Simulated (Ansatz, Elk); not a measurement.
# SrCuS2: X-ray structure factors from the self-consistent density

Structure refinements treat a crystal as free atoms side by side. For a made-up structure of SrCuS2 (cell and positions from a PBEsol relaxation) the runs below show what the calculated density changes in F(hkl).

Calculated with Elk 11.2.3 (patched build); DFT, PBE, all-electron APW+lo, Dirac cores, scalar-relativistic bands, static density, no spin.

This account leaves out most program logs.

The structure was built from a prototype and need not be the compound's stable phase.

**1. Set-up**

The structure is orthorhombic, space group Cmcm (No. 63). The conventional cell has a = 4.107 Å, b = 19.141 Å, c = 4.546 Å, α = 90.00°, β = 90.00°, γ = 90.00°. Nearest to Sr lie 7 S at 2.95 to 3.08 Å. Cu has 4 S at 2.21 to 2.29 Å nearest. S has 1 Cu at 2.22 Å and 5 Sr at 2.95 to 3.08 Å nearest. S has 3 Cu at 2.21 to 2.29 Å and 2 Sr at 3.00 Å nearest. Farther neighbours and most contacts between anions are not listed.

**2. Ground state and structure factors**

An all-electron density is needed, since X-rays see the cores too. Task 0 finds the density and task 195 Fourier-transforms it; tshift is off so that phases refer to the origin typed.

Contents of elk.in:

```
tasks
  0
  195

xctype
  20

spinpol
  .false.

rgkmax
  7.0

gmaxvr
  14.0

lmaxo
  7

lmaxapw
  8

swidth
  0.002

tshift
  .false.

ramdisk
  .false.

hmaxvr
  5.5

maxscl
  120

epspot
  1e-06

sppath
  './'

avec
  3.88045962743 -18.08589080593 0.00000000000
  3.88045962743 18.08589080593 0.00000000000
  0.00000000000 0.00000000000 8.59027423088

atoms
  3
  'Sr.in'
  2
  0.3348328000 0.6651672000 0.7500000000   0.000000 0.000000 0.000000
  0.6651672000 0.3348328000 0.2500000000   0.000000 0.000000 0.000000
  'Cu.in'
  2
  0.0646324526 0.9353675474 0.7500000000   0.000000 0.000000 0.000000
  0.9353675474 0.0646324526 0.2500000000   0.000000 0.000000 0.000000
  'S.in'
  4
  0.1808227823 0.8191772177 0.7500000000   0.000000 0.000000 0.000000
  0.8191772177 0.1808227823 0.2500000000   0.000000 0.000000 0.000000
  0.9494081198 0.0505918802 0.7500000000   0.000000 0.000000 0.000000
  0.0505918802 0.9494081198 0.2500000000   0.000000 0.000000 0.000000

ngridk
  6 6 5
```

Run with:

```console
OMP_NUM_THREADS=4 elk
```

Run time: 1.8 min. Hardware: 4 threads of Arm Neoverse V2, shared host; peak memory 0.35 GiB; 5.8 min of CPU time.

SFACRHO.OUT:

```text

h k l indices transformed by vhmat matrix:
   1.000000000       0.000000000       0.000000000    
   0.000000000       1.000000000       0.000000000    
   0.000000000       0.000000000       1.000000000    

      h      k      l  multipl.   |H|            Re(F)            Im(F)           |F|

      0      0      0      1   0.0000000       198.00000     -0.12776684E-15   198.00000    
     -1      1      0      2  0.34740812       8.2958087     -0.10458282E-14   8.2958087    
      2     -2      0      2  0.69481624      -35.922316      0.41833129E-14   35.922316    
      0      0      1      2  0.73143012     -0.25281048E-13  0.41833129E-14  0.25624822E-13
     -1      1      1      2  0.80974219       16.055813      0.20916564E-14   16.055813    
      1     -1      1      2  0.80974219      -16.055813      0.20916564E-14   16.055813    
      0     -1      0      4  0.82801800       51.287013      0.41833129E-14   51.287013    
     -2      1      0      4  0.96280767       72.308468      0.24054049E-13   72.308468    
     -2      2      1      2   1.0088407      -54.938822     -0.12549939E-13   54.938822    
      2     -2      1      2   1.0088407       54.938822     -0.94124540E-14   54.938822    
     -3      3      0      2   1.0422244       39.314101      0.49153927E-13   39.314101    
      1      0     -1      4   1.1048094      -88.330125      0.94124540E-14   88.330125    
      1      0      1      4   1.1048094       88.330125     -0.83666258E-14   88.330125    
      2     -3      0      4   1.1873366      -30.707992      0.28237362E-13   30.707992    
      2     -1     -1      4   1.2091272      -21.361094      0.41833129E-14   21.361094    
     -2      1     -1      4   1.2091272       21.361094      0.52291411E-14   21.361094    
     -3      3     -1      2   1.2732720       24.015598      0.52291411E-14   24.015598    
     -3      3      1      2   1.2732720      -24.015598      0.20916564E-14   24.015598
```

Elk indexes on the primitive cell of elk.in and gives |H| = 4π sin θ/λ in inverse bohr. Below, one row stands for each form hkl of the conventional cell (m members, Friedel mates merged), F is for one primitive cell and the density is static (no thermal factor). Free-atom factors are Waasmaier and Kirfel's, and R is Σm||F|−|F'||/Σm|F|.

| hkl | m | sin θ/λ (Å⁻¹) | abs F, DFT | neutral atoms | diff. |
| --- | --- | --- | --- | --- | --- |
| 020 | 2 | 0.052 | 8.296 | 8.482 | -0.187 |
| 040 | 2 | 0.104 | 35.922 | 35.743 | +0.179 |
| 001 | 2 | 0.110 | 0.000 | 0.000 | +0.000 |
| 021 | 4 | 0.122 | 16.056 | 15.661 | +0.395 |
| 110 | 4 | 0.124 | 51.287 | 51.159 | +0.128 |
| 130 | 4 | 0.145 | 72.308 | 72.558 | -0.250 |
| 041 | 4 | 0.152 | 54.939 | 56.209 | -1.270 |
| 060 | 2 | 0.157 | 39.314 | 38.506 | +0.808 |
| 111 | 8 | 0.166 | 88.330 | 88.130 | +0.200 |
| 150 | 4 | 0.179 | 30.708 | 31.092 | -0.384 |
| 131 | 8 | 0.182 | 21.361 | 22.105 | -0.744 |
| 061 | 4 | 0.192 | 24.016 | 24.474 | -0.458 |
| 080 | 2 | 0.209 | 110.162 | 110.322 | -0.160 |
| 151 | 8 | 0.210 | 45.792 | 45.036 | +0.756 |
| 170 | 4 | 0.220 | 90.606 | 91.037 | -0.431 |
| 002 | 2 | 0.220 | 145.858 | 146.293 | -0.435 |
| 022 | 4 | 0.226 | 6.263 | 6.457 | -0.194 |
| 081 | 4 | 0.236 | 60.693 | 60.830 | -0.137 |

**3. The highest occupied states alone**

An energy window below the Fermi level keeps the highest occupied states, to see at which angles they scatter; shallow core shells can lie inside it and anion s states outside. No new self-consistency is needed.

elk.in: that of step 2 with these lines changed.

```diff
@@ -1,3 +1,2 @@
 tasks
-  0
   195
@@ -40,2 +39,5 @@
 
+wsfac
+  -0.249340 0.491650
+
 sppath
```

Run with:

```console
OMP_NUM_THREADS=4 elk
```

Elapsed: 25 s, on 4 threads; peak memory 0.25 GiB.

States within 12 eV below the Fermi level hold 42.29 electrons; any levels below the window count with the cores, and a count that is not whole means the window cuts a band. Their amplitudes can exceed the total, where window and core parts have opposite phase:

| hkl | sin θ/λ (Å⁻¹) | abs F, window | abs F, all |
| --- | --- | --- | --- |
| 020 | 0.052 | 13.859 | 8.296 |
| 040 | 0.104 | 0.596 | 35.922 |
| 001 | 0.110 | 0.000 | 0.000 |
| 021 | 0.122 | 13.099 | 16.056 |
| 110 | 0.124 | 22.607 | 51.287 |
| 130 | 0.145 | 3.782 | 72.308 |
| 041 | 0.152 | 7.584 | 54.939 |
| 060 | 0.157 | 9.798 | 39.314 |
| 111 | 0.166 | 8.188 | 88.330 |
| 150 | 0.179 | 3.960 | 30.708 |

**4. Another functional**

The difference from free atoms is small, so it is set against the change that LDA (Perdew-Wang) makes.

elk.in: that of step 3 with these lines changed.

```diff
@@ -1,2 +1,3 @@
 tasks
+  0
   195
@@ -4,3 +5,3 @@
 xctype
-  20
+  3
 
@@ -39,5 +40,2 @@
 
-wsfac
-  -0.249340 0.491650
-
 sppath
```

Run with:

```console
OMP_NUM_THREADS=4 elk
```

Elapsed: 87 s, on 4 threads; peak memory 0.34 GiB.

Against the first run R = 0.05 %; the largest change is +0.095 at 041.

**5. Basis size**

A smaller basis shows how fast F responds to it; the change is likely larger than the basis error of the first run, but doesn't show convergence.

elk.in: that of step 4 with these lines changed.

```diff
@@ -5,3 +5,3 @@
 xctype
-  3
+  20
 
@@ -11,3 +11,3 @@
 rgkmax
-  7.0
+  5.5
```

Run with:

```console
OMP_NUM_THREADS=4 elk
```

Elapsed: 76 s, on 4 threads; peak memory 0.33 GiB; 3.5 min of CPU time.

Against the first run R = 0.09 %; the largest change is -0.124 at 200.

**6. Settings against the effect**

| run | R against the first run (%) | R against neutral atoms, low angle (%) | wall time |
| --- | --- | --- | --- |
| PBE, rgkmax 7 | 0.00 | 0.91 | 1.8 min |
| LDA (Perdew-Wang) | 0.05 | 0.91 | 87 s |
| rgkmax 5.5 | 0.09 | 0.94 | 76 s |

**7. Results**

```
R against neutral atoms, sin θ/λ < 0.3 Å⁻¹ : 0.91 %
R against neutral atoms, 0.3 to 0.52 Å⁻¹   : 0.39 %
```

In words: Independent neutral atoms miss the calculated amplitudes by R = 0.91 % below 0.3 Å⁻¹ and 0.39 % from there to 0.52 Å⁻¹; by shells, 0.59 % below 0.15 Å⁻¹ (5 forms), 0.95 % 0.15 to 0.3 (28 forms), 0.48 % 0.3 to 0.45 (62 forms), 0.27 % above 0.45 (49 forms). Bonding, aspherical density and the tables' own atoms all enter these figures, and the runs don't part them. The largest change of an amplitude is -1.27 electrons, at 041. The window's part falls from 42.3 electrons at the origin to at most 5.35 between 0.45 and 0.52 Å⁻¹, where compact states inside the window still scatter. Below 0.3 Å⁻¹ the changes that finished (LDA (Perdew-Wang) and rgkmax 5.5) move F by R = 0.07 % at most, against the 0.91 % that separates it from free atoms. The k-mesh has no finished test. These runs have no spin, though d or f shells may be open. Part of the difference isn't bonding: the tables are fits to free atoms and ions calculated by other methods than this functional. Thermal motion, anomalous dispersion and extinction are left out.

[Logs are printed without paths, hosts, clocks, repeated set-up lines and the standing remarks that a program may print on its own settings, such as how far it seeks lower states.]

[Hosts, paths, dates, database ids (printed as entryN), source tags and the programs' standing remarks are cut or masked in the printed files.]
